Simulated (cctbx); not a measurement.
# GaOs: solution and refinement

Cell a = 3.4780 Å, b = 9.1990 Å, c = 3.5260 Å, α = 90.00°, β = 90.00°, γ = 90.00°; space group Cmcm (no. 63); content Os4 Ga4.

The data are simulated with cctbx, not measured: Mo Kα, λ = 0.71073 Å, to d = 0.6 Å, 70 % of the full sphere, strongest reflection 5000 counts, noise from counting, a 1.5 % proportional error and a noise floor of 8 counts (s.d.); no absorption, and some extinction, which the refinements don't model.

Charge flipping in P1 on plain amplitudes to 0.8 Å, δ = 1.2 σ, 30 % of the reflections treated as weak, 300 cycles:

```text
cycle      R  skewness
    0  0.501     0.42
   25  0.229     3.51
   50  0.215     3.19
   75  0.241     3.05
  100  0.231     2.96
  125  0.215     3.09
  150  0.216     3.29
  175  0.218     3.16
  200  0.221     3.22
  225  0.218     3.13
  250  0.214     3.12
  275  0.220     2.98
origin shift          correlation  skewness
 0.027  0.169  0.011      0.817      2.53
 0.033  0.281  0.449      0.805      1.26
 0.039  0.102  0.429      0.850      3.37
 0.047  0.359  0.053      0.804      1.08
taken: symmetry correlation 0.850, skewness 3.37
peak      x       y       z  mult  height/sigma
Q1    0.0000  0.3634  0.7500    4     10.4
Q2    0.0000  0.0807  0.7500    4      4.0
Q3    0.0000  0.2010  0.7500    4      2.7
Q4    0.1530  0.0000  0.0000    8      2.1
Q5    0.2500  0.2500  0.5000    8      1.3
Q6    0.0000  0.2878  0.2500    4      1.2
Q7    0.2222  0.2917  0.7500    8      0.9
```

The origin is taken among those within 0.04 of the best correlation, by the skewness of the map.

It took 0.31 s on 1 thread of Arm Neoverse V2, on a shared host, peak memory 0.07 GiB.

Q: Assign the peaks.

Heights go roughly as Z and multiplicities must add up to the content. First model: Q1 = Os1 (4 in the cell, height 10.4) and Q2 = Ga1 (4 in the cell, height 4.0). Against the true structure, Q1 is Os and Q2 is Ga; the other peaks are not atoms.

Least squares on F², isotropic:

```text
Rint 0.031, 172 unique reflections to 0.60 A
cycle     R1     wR2    GooF  max shift (A)
   1  0.2303  0.4353  16.371   0.15670
   2  0.0192  0.0408   1.536   0.00011
final R1 0.0193 wR2 0.0408 GooF 1.536  parameters 4  data/parameter 43.0
atom        x        y        z      Ueq    occ   su(xyz)  su(Uiso or U11)
Os1    0.00000  0.35866  0.75000   0.0105  1.000  0.00006  0.0001
Ga1    0.00000  0.06365  0.75000   0.0213  1.000  0.00021  0.0003
difference map: max 3.37 min -4.15 rms 0.76
Q1    0.0000  0.0703  0.6354    8    3.60  0.41 A from Ga1
Q2    0.0000  0.3879  0.7500    4    2.35  0.27 A from Os1
Q3    0.1873  0.1164  0.7500    8    2.15  0.81 A from Ga1
Q4    0.1783  0.0153  0.2500    8    2.13  0.96 A from Ga1
Q5    0.0000  0.3129  0.7500    4    2.06  0.42 A from Os1
```

Anisotropic refinement:

```text
Rint 0.031, 172 unique reflections to 0.60 A
cycle     R1     wR2    GooF  max shift (A)
   1  0.0193  0.0408   1.555   0.00009
   2  0.0130  0.0266   1.012   0.00000
final R1 0.0130 wR2 0.0266 GooF 1.012  parameters 8  data/parameter 21.5
atom        x        y        z      Ueq    occ   su(xyz)  su(Uiso or U11)
Os1    0.00000  0.35867  0.75000   0.0105  1.000  0.00004  0.0001
Ga1    0.00000  0.06366  0.75000   0.0214  1.000  0.00013  0.0004
difference map: max 2.00 min -1.97 rms 0.64
Q1    0.2004  0.0153  0.2500    8    2.01  1.01 A from Ga1
Q2    0.2277  0.4065  0.7500    8    1.94  0.91 A from Os1
Q3    0.1759  0.1130  0.7500    8    1.88  0.76 A from Ga1
Q4    0.1992  0.4520  0.2500    8    1.82  1.06 A from Ga1
Q5    0.1798  0.2453  0.7500    8    1.65  1.22 A from Os1
Q6    0.0000  0.2351  0.7500    4    1.48  1.14 A from Os1
```

**Reading.** The refinement ends at R1 = 0.0130, wR2 = 0.0266, GooF = 1.01, with difference density between -1.97 and 2.00 e/Å³. Every site matches the true model in element, within 0.001 Å r.m.s., up to an allowed shift of origin.

True model:

| atom | mult. | x | y | z | Ueq (Å²) |
| --- | --- | --- | --- | --- | --- |
| Os1 | 4 | 0 | 0.8587 | 1/4 | 0.0108 |
| Ga1 | 4 | 0 | 0.5637 | 1/4 | 0.0218 |

The model was made for the exercise: a known structure type with other elements put in, its volume estimated, not relaxed; displacement parameters are assumed.

[Middle refinement cycles are left out of these outputs.]

[Logs are printed without paths, hosts, clocks, repeated set-up lines and the standing remarks that a program may print on its own settings, such as how far it seeks lower states.]
